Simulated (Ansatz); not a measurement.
## W2N monolayer: phonons and vibrational spectra

Wanted: vibrations and spectra of W2N monolayer; the cell is already relaxed. After the zone centre comes a 6×6×1 q mesh on a 18×18×1 k mesh.

Calculated with Ansatz 0.2.0; DFT PBEsol, scalar-relativistic, plane waves, PAW; PAW set soft_1.

## 1. The starting structure

The cell holds 3 atoms: 1 N and 2 W. Its edges and angles: a = 2.757 Å, b = 2.757 Å, c = 28.600 Å, α = 90.0°, β = 90.0°, γ = 120.0°. It derives from W2N. Vacuum lies along c.

As a file:

```
N W
1.0
     2.75700    0.00000    0.00000
    -1.37850    2.38764    0.00000
     0.00000    0.00000   28.60000
N W
1 2
Direct
  0.00000 0.00000 0.34965
  0.33333 0.66667 0.39993
  0.66667 0.33333 0.29937
```

## 2. Modes at Γ

The cell comes from relaxations at this level that are not shown. The zone centre comes first: it holds the modes that light can see, as far as symmetry allows. No field response is asked, since the mesh shows no gap.

File input.yaml:

```yaml
crystal:
  lattice:
    - [2.7570046102, 0.0, 0.0]
    - [-1.3785023051, 2.3876360308, 0.0]
    - [0.0, 0.0, 28.6]
  atoms:
    - { symbol: "N", position: [0.0, 0.0, 0.3496503497] }
    - { symbol: W, position: [0.3333333333, 0.6666666667, 0.3999307617] }
    - { symbol: W, position: [0.6666666667, 0.3333333333, 0.2993699377] }
  periodic: [true, true, false]
kpoints:
  mp_grid: { grid: [18, 18, 1] }
hamiltonian:
  xc: pbesol
  pseudopotentials: { kind: paw, azcp: { folder: soft_1 }, xc_functional: pbe }
scf:
  occupations: { method: methfessel_paxton, width: 0.2 }
output:
  eigenvalues: true
phonons:
  method: dfpt
```

Started as:

```
$ ansatz run input.yaml --threads 4 --pin off --max-ram 16384MiB --backend cpu --events-out ev --progress --plain --runs-dir out
```

Numbers of over 12 decimals in the logs are rounded to 6 here.

The program printed:

```text
Warning: crystal.symmetry: narrowed to the stabiliser of the run's FFT grids — unitary ops 12 → 6. A phonons.method: dfpt run fills in the rows of the dynamical matrix that it does not solve by its symmetry operations, which is exact only for operations that map its FFT grids onto themselves: filled in by any other, the frequencies could depend on the order in which like atoms are typed, or, by more than the grids' own error, on where the crystal sits among the grids' points. Excluded: 6 operations. The run can therefore solve more perturbations, solve them on more k-points, or both, and cost more. [rest of the remark cut]
Engine: ansatz 0.2.0, aarch64-unknown-linux-gnu
Pseudopotentials: kind: paw
Pseudopotential: N, paw, valence charge 5, recommended cutoff 420 eV (normal), soft_1/N.paw.azcp
Pseudopotential: W, paw, valence charge 14, recommended cutoff 420 eV (normal), soft_1/W.paw.azcp
Functional definition: PBEsol
  exchange = pbesol_x
  correlation = pbesol_c
Crystal: 3 atoms, lattice volume = 188.266 Å³
Basis set: ecut = 420 eV, 3677 PW (Γ), exchange–correlation on 40×40×384 points (8 copies of the dense FFT grid, shifted against one another)
Bands: 21, of which v1, the nominal top of the filled ones, is band 17 counted from 1 (16 counted from 0)
Symmetry: 12 space group operations
k-points: 91 of 324 (irreducible under 2 space group operations, time reversal used)
Non-local potential: N, projectors of the file, l = 0: 2, l = 1: 2, l = 2: 1
Non-local potential: W, projectors of the file, l = 0: 3, l = 1: 2, l = 2: 2, l = 3: 1
PAW form: soft (Blöchl's): semilocal exchange-correlation on the pseudo side does not see the compensation charge
PAW frozen core: N, regenerated for the run's functional, and the local potential with it (the file was generated under x = pbe(κ = 0.804, μ = 0.219515), c = pbe(β = 0.066725))
PAW frozen core: W, regenerated for the run's functional, and the local potential with it (the file was generated under x = pbe(κ = 0.804, μ = 0.219515), c = pbe(β = 0.066725))
PAW one-centre angular grid: N, 110 points (default); XC on 64 Gauss nodes
PAW one-centre angular grid: W, 590 points (default); XC on 64 Gauss nodes
Initial density: superposition of atomic densities (neutral atoms: chi_scale 0, normalization atom)
Initial wavefunctions: pseudopotential atomic-orbital guess
Functional: x = pbesol(κ = 0.804, μ = 0.123457), c = pbesol(β = 0.046)
SCF iter   1: F=—  HF=-20892.707703 eV  |F-HF|=—  |Δ(HF+E_count)|=         —  Δρ=5.31e-2  dr2=7.21e0  ethr=3.10e-3  ⟨swp⟩=12.0  Hψ=16100  notcnv=0
preconditioner: auto → LDOS  [metal: Δε(μ)=0.074 eV  Ē_g=8.419 eV  σ=0.200 eV  W_gap=0.30  n_scr=18 (ndim 8)  ℏωp=11.2 eV  f_vac=0.731  D(μ)=1.93/eV (n_scr^D=12)  β→1.0]
SCF iter   2: F=—  HF=-20891.187046 eV  |F-HF|=—  |Δ(HF+E_count)|=    1.52e0  S|Δr|=    0.00e0  Δρ=2.54e-2  dr2=9.13e-1  ethr=3.10e-3  ⟨swp⟩=4.3  Hψ=6558  notcnv=0  defer=23
SCF iter   3: F=—  HF=-20890.920357 eV  |F-HF|=—  |Δ(HF+E_count)|=   2.67e-1  S|Δr|=    0.00e0  Δρ=4.34e-3  dr2=3.78e-2  ethr=2.77e-3  ⟨swp⟩=3.2  Hψ=4965  notcnv=0
SCF iter   4: F=—  HF=-20890.921086 eV  |F-HF|=—  |Δ(HF+E_count)|=   7.29e-4  S|Δr|=    0.00e0  Δρ=1.63e-3  dr2=9.08e-3  ethr=1.14e-4  ⟨swp⟩=3.3  Hψ=4160  notcnv=0
SCF iter   5: F=—  HF=-20890.919134 eV  |F-HF|=—  |Δ(HF+E_count)|=   1.95e-3  S|Δr|=    0.00e0  Δρ=4.71e-4  dr2=2.83e-4  ethr=2.75e-5  ⟨swp⟩=3.8  Hψ=4343  notcnv=0
SCF iter   6: F=—  HF=-20890.919287 eV  |F-HF|=—  |Δ(HF+E_count)|=   1.53e-4  S|Δr|=    0.00e0  Δρ=1.60e-4  dr2=8.14e-5  ethr=8.59e-7  ⟨swp⟩=3.7  Hψ=4702  notcnv=0
SCF iter   7: F=—  HF=-20890.919274 eV  |F-HF|=—  |Δ(HF+E_count)|=   1.29e-5  S|Δr|=    0.00e0  Δρ=4.43e-5  dr2=5.39e-6  ethr=2.47e-7  ⟨swp⟩=4.1  Hψ=4164  notcnv=0
SCF iter   8: F=—  HF=-20890.919276 eV  |F-HF|=—  |Δ(HF+E_count)|=   1.70e-6  S|Δr|=    0.00e0  Δρ=1.50e-5  dr2=4.18e-7  ethr=1.63e-8  ⟨swp⟩=3.6  Hψ=4451  notcnv=0
SCF iter   9: F=—  HF=-20890.919399 eV  |F-HF|=—  |Δ(HF+E_count)|=   1.23e-4  S|Δr|=    0.00e0  Δρ=3.30e-6  dr2=3.00e-8  ethr=1.27e-9  ⟨swp⟩=4.3  Hψ=4663  notcnv=0
SCF iter  10: F=—  HF=-20890.919399 eV  |F-HF|=—  |Δ(HF+E_count)|=   2.68e-8  S|Δr|=    0.00e0  Δρ=5.75e-7  dr2=4.39e-10  ethr=9.10e-11  ⟨swp⟩=3.5  Hψ=4248  notcnv=0
SCF iter  11: F=—  HF=-20890.919399 eV  |F-HF|=—  |Δ(HF+E_count)|=   5.32e-9  S|Δr|=    0.00e0  Δρ=1.37e-7  dr2=2.84e-11  ethr=1.33e-12  ⟨swp⟩=4.6  Hψ=5324  notcnv=0
SCF iter  12: F=-20890.919399 eV  HF=-20890.919399 eV  |F-HF|=2.91e-11  |Δ(HF+E_count)|=  5.02e-10  S|Δr|=    0.00e0  Δρ=2.21e-8  dr2=5.43e-13  ethr=1.00e-12  ⟨swp⟩=15.7  Hψ=16772  notcnv=0
SCF 1 converged in 12 iterations: F = -20890.919399 eV  dr2 = 5.43e-13
  greatest PAW one-centre occupation: 0.999 electrons in one spin orbital (limit 2), on the W atom at site 2 (counted from 0), in its partial waves of l = 0
DFPT response loops at Γ: preconditioner auto → none (partly filled bands, converged f_vac=0.734); β = 0.50; Broyden in place of MSR1
SCF converged after 12 iterations
Stability not checked: this state was not tested for a lower state beside it, because cold or Methfessel-Paxton smearing, or corrected tetrahedra, fill the levels in a way that the test cannot read (fill_not_monotonic; see scf.lower_state_search)
Free energy (F): -20890.919399 eV
Harris-Foulkes:  -20890.919399 eV  (|F-HF|=2.91e-11)
Internal energy: -20890.919951 eV  (E = F + TS)
E sigma→0 (E₀):  -20890.919537 eV
Entropy (-TS):   0.000552 eV (0.184 meV/atom)
Fermi energy:    -5.413465 eV
--- Per-component energies (eV) ---
  E_band       = -1037.238802
  E_kinetic    = 972.441157
  E_local      = -84078.638414  (includes V_loc(G=0)·N_el)
  E_nonlocal   = -9.695497
  E_hartree    = 41481.069358
  E_xc         = -588.598507
  E_vxc        = -534.470787  (∫ρ·V_xc dr)
  E_paw        = -17025.733868  (= ΣΔE_a)
  E_vpaw       = -349.015099  (= ΣTr[D̂ρ^β])
  E_aug_tail   = 0.001131  (compensation charges beyond the density's cutoff)
  E_ewald      = 38357.762874
  E_core_change = 0.471814  (= ΣΔE_core)
  E_smearing   = 0.000552  (= −TS)
  E_closure    = 0.000000  (closes the sum)
  Σ components = -20890.919399   (vs F -20890.919399, Δ=0.00e0)
--- Band table (eV; the first three rows and the last of 91) ---
  k-point 0: bands = [... 13 lower, -6.8711, -6.7045, -6.5397, -6.4857, -6.4857, -4.7039, -4.7039, -3.7187]
  k-point 1: bands = [... 13 lower, -7.1050, -6.7759, -6.7251, -6.3614, -6.1479, -4.8633, -4.7425, -3.6314]
  k-point 2: bands = [... 13 lower, -7.7108, -6.9312, -6.5973, -5.9933, -5.9334, -5.1045, -4.7537, -3.4735]
  k-point 90: bands = [... 13 lower, -7.4498, -7.2210, -6.7627, -5.2412, -4.1303, -3.6773, -2.1851, -1.9850]
--- Phonons (Γ-DFPT): 6 representative perturbations + reference, on 91 of 324 k-points (Σ response iterations 33) ---
  ASR residual: 6.272e-5 → 0.000e0 eV/Å²; symmetrization residual: 1.279e-5 eV/Å²
  The last average, over the group as it would stand without the narrowing to the FFT grids, took up to 2.483e-7 eV/Å² of the zone centre's force constants
  ASR residual per site (eV/Å²): 5.61e-5 6.27e-5 6.24e-5
  Γ frequencies (cm⁻¹): 0.00 0.00 0.00 93.08 93.08 148.18 332.00 332.00 608.79
  non-analytic LO–TO correction: not included (Born effective charges unavailable; polar crystals: no LO–TO splitting at Γ)
```

Elapsed: 81 s, on 4 threads of Arm Neoverse V1, shared host; peak memory 1.3 GiB; 5.2 min of CPU time.

This step gave:

| Quantity | Value |
| --- | --- |
| gap on the k-mesh | 0 eV |
| sum-rule residual before enforcement | 6.27e-5 eV/Å² |
| point group | -3m |
| area per atom | 2.194 Å² |
| highest optical mode at the zone centre (no LO-TO term) | 608.8 cm⁻¹ |
| lowest optical zone-centre mode | 93.08 cm⁻¹ |

Patterns of degenerate modes are one choice out of their space. Modes at Γ, with each element's share of the kinetic energy:

```csv
mode,frequency (cm⁻¹),symmetry,N %,W %
1,0.0,acoustic,4,96
2,0.0,acoustic,4,96
3,0.0,acoustic,4,96
4,93.1,Eg,0,100
5,93.1,Eg,0,100
6,148.2,A1g,0,100
7,332.0,Eu,96,4
8,332.0,Eu,96,4
9,608.8,A2u,96,4
```

Displacements in mode 4 (93.1 cm⁻¹), the largest set to 1:
```
N1   0.00  0.00  0.00
W2  -0.02 -1.00  0.00
W3   0.02  1.00  0.00
```

Displacements in mode 9 (608.8 cm⁻¹), the largest set to 1:
```
N1   0.00  0.00  1.00
W2   0.00  0.00 -0.04
W3   0.00  0.00 -0.04
```

Before it was imposed, the acoustic sum rule was missed by 6.3e-5 eV/Å². Small misses are needed for a sound result but don't prove that mesh and cutoff are converged. The lowest optical mode is real, 93.1 cm⁻¹.

## 3. Response at finite wavevector

Stability and thermal properties need the whole zone. Linear response on a 6×6×1 q mesh gives force constants as far as a supercell of that size would.

input.yaml, as its differences from that of step 2:

```diff
@@ -21 +21,10 @@
   method: dfpt
+  qmesh: [6, 6, 1]
+  temperatures: { t_max: 1000, t_step: 50 }
+  qpath:
+    path:
+      - [0.0, 0.0, 0.0]
+      - [0.5, 0.0, 0.0]
+      - [0.33333333, 0.33333333, 0.0]
+      - [0.0, 0.0, 0.0]
+    npoints: 10
```

The program printed:

```text
[...]
Crystal: 3 atoms, lattice volume = 188.266 Å³
Basis set: ecut = 420 eV, 3677 PW (Γ), exchange–correlation on 40×40×384 points (8 copies of the dense FFT grid, shifted against one another)
Bands: 21, of which v1, the nominal top of the filled ones, is band 17 counted from 1 (16 counted from 0)
Symmetry: 12 space group operations
k-points: 37 of 324 (irreducible under 6 space group operations, time reversal used)
[...]
SCF iter   1: F=—  HF=-20892.707812 eV  |F-HF|=—  |Δ(HF+E_count)|=         —  Δρ=5.31e-2  dr2=7.21e0  ethr=3.10e-3  ⟨swp⟩=11.9  Hψ=6554  notcnv=0
[...]
SCF iter  12: F=-20890.919399 eV  HF=-20890.919399 eV  |F-HF|=7.28e-12  |Δ(HF+E_count)|=  3.86e-10  S|Δr|=    0.00e0  Δρ=2.53e-8  dr2=8.05e-13  ethr=1.00e-12  ⟨swp⟩=15.6  Hψ=6781  notcnv=0
SCF 1 converged in 12 iterations: F = -20890.919399 eV  dr2 = 8.05e-13
[...]
phonons: the bands overlap, so this run is a metal and interpolates without the dipole-dipole term. If the crystal is really an insulator or semiconductor, its LO-TO splitting is missing
NSCF: frozen V_eff on 37 k-points
WARN: eigensolver did not converge (k=7): 1 band(s) unlocked after 2 eigensolves, warm-restarted (20 sweeps on the last) at ethr=1.42e-12 eV (storage-precision floor; scheduled 1.00e-12 eV) (lowest unlocked band 20, counted from 0; max residual 1.94e-5 eV among the unlocked bands, 1.94e-5 eV over every band; other slots of this pass that fall short are told together in one closing line; warning suppressed until the next SCF loop or pass starts)
WARN: eigensolver did not converge in 2 slots of this pass, the one above among them; of largest residual over every band (k=8): 1 band(s) unlocked (lowest unlocked band 20, counted from 0; max residual 2.00e-4 eV among the unlocked bands, 2.00e-4 eV over every band); of lowest unlocked band (k=7): band 20
[...]
DFPT response loops at q = (0, 0, 0) (fractional): preconditioner auto → none (partly filled bands, converged f_vac=0.734); β = 0.50; Broyden in place of MSR1
[...]
SCF converged after 12 iterations
[...]
Free energy (F): -20890.919399 eV
[...]
Internal energy: -20890.919951 eV  (E = F + TS)
E sigma→0 (E₀):  -20890.919537 eV
Entropy (-TS):   0.000552 eV (0.184 meV/atom)
Fermi energy:    -5.413465 eV
[...]
--- Band table (eV; the first three rows and the last of 37) ---
  k-point 0: bands = [... 13 lower, -6.8711, -6.7045, -6.5397, -6.4857, -6.4857, -4.7039, -4.7039, -3.7187]
  k-point 1: bands = [... 13 lower, -7.1050, -6.7759, -6.7251, -6.3614, -6.1479, -4.8633, -4.7425, -3.6314]
  k-point 2: bands = [... 13 lower, -7.7108, -6.9312, -6.5973, -5.9933, -5.9334, -5.1045, -4.7537, -3.4735]
  k-point 36: bands = [... 13 lower, -7.0584, -7.0584, -6.7900, -4.7186, -4.7186, -3.0445, -3.0445, -2.2050]
--- Phonons (Γ-DFPT): 6 representative perturbations + reference (Σ response iterations 26) ---
  ASR residual: 4.861e-5 → 0.000e0 eV/Å²; symmetrization residual: 2.238e-6 eV/Å²
[...]
ASR residual per site (eV/Å²): 4.86e-5 6.62e-6 7.20e-6
  Γ frequencies (cm⁻¹): 0.00 0.00 0.00 93.08 93.08 148.18 332.00 332.00 608.79
--- Phonons (arbitrary-q DFPT): 7 irreducible q on the 6×6×1 mesh ---
  q = [0.0000, 0.0000, 0.0000] (star 1, of the zone-centre solve; hermiticity 2.43e-7, symmetrization 1.34e-13, taken by the last average 2.97e-8): 0.00 0.00 0.00 93.08 93.08 148.18 332.00 332.00 608.79
  q = [0.0000, 0.1667, 0.0000] (star 6, 9 solved perturbations on 171 of 324 k-point pairs; hermiticity 5.81e-7, symmetrization 2.32e-10, taken by the last average 3.47e-8): 42.45 68.06 81.08 89.32 118.95 146.84 306.99 351.31 591.43
[...]
q = [0.1667, 0.1667, 0.0000] (star 6, 6 solved perturbations in 1485 linear systems a pass and spin channel, the states on 324 of 324 k-point pairs; hermiticity 3.08e-7, symmetrization 1.62e-10, taken by the last average 8.21e-8): 76.32 78.01 89.90 117.49 155.12 172.13 346.89 437.72 592.27
[...]
sum rule: each row above includes the acoustic sum rule's correction from the zone centre's row sums; it moved no ω² by more than (0.97 cm⁻¹)²
  mesh force constants: q→R imaginary residual 4.19e-18; ASR residual 4.861e-5 → 0.000e0 eV/Å²; symmetrization residual 1.421e-14 eV/Å²
  interpolated dispersion: 31 rows × 9 modes
  density of states and harmonic sums: on the 30×30×1 q-mesh, interpolated from the force constants of a 6×6×1 supercell (no non-analytic term)
  largest difference from the sums on the solved wave vectors: F 1.12e-2 eV, S 1.12e-5 and C_V 1.28e-6 eV/K
  zero-point energy: 0.131389 eV/cell   skipped modes (ω ≤ 0): 47, of them read as no rigid motion or as one in doubt: 44 (4.967e-1 modes/cell left out, lowest -81.17 cm⁻¹)   left out of the sums: 5.56e-2 of the cell's modes: C_V's classical limit lies that fraction below 3 k_B per atom; for a crystal, a wire or a layer, F and S can be off by more, and a phonons.interpolated_qmesh denser along its periods is the remedy for the sampling
```

It took 18 min on 4 threads; peak memory 2.7 GiB.

This step gave:

- sum-rule residual before enforcement: 4.86e-5 eV/Å²
- lowest frequency on the path: -81.17 cm⁻¹
- highest frequency on the path or at a solved wavevector: 608.8 cm⁻¹
- lowest mode on the q mesh (acoustic modes at Γ apart): -81.17 cm⁻¹

Frequencies (cm⁻¹) solved at each irreducible wavevector; negative means imaginary. Frequencies by wavevector, by row:

```csv
q in reciprocal lattice units,star,mode 1,mode 2,mode 3,mode 4,mode 5,mode 6,mode 7,mode 8,mode 9
0 0 0,1,0,0,0,93.1,93.1,148.2,332,332,608.8
0 0.1667 0,6,42.5,68.1,81.1,89.3,119,146.8,307,351.3,591.4
0 0.3333 0,6,47.4,105.4,117.8,121.6,166.1,182.9,353.4,486.4,570
0 -0.5 0,3,-81.2,135.6,142.9,163.8,184.6,206.8,392.6,503.7,585
0.1667 0.1667 0,6,76.3,78,89.9,117.5,155.1,172.1,346.9,437.7,592.3
0.1667 0.3333 0,12,-58.3,120,140.9,147.9,176.1,196.8,402.1,502.5,564.1
0.3333 0.3333 0,2,84.7,84.7,164.5,167.1,167.1,193.7,490.1,490.1,556.9
```

(Part 1 of 2 ends here.)

[Logs are printed without paths, hosts, clocks, repeated set-up lines and the standing remarks that a program may print on its own settings, such as how far it seeks lower states.]

[Hosts, paths, dates, database ids (printed as entryN), source tags and the programs' standing remarks are cut or masked in the printed files.]
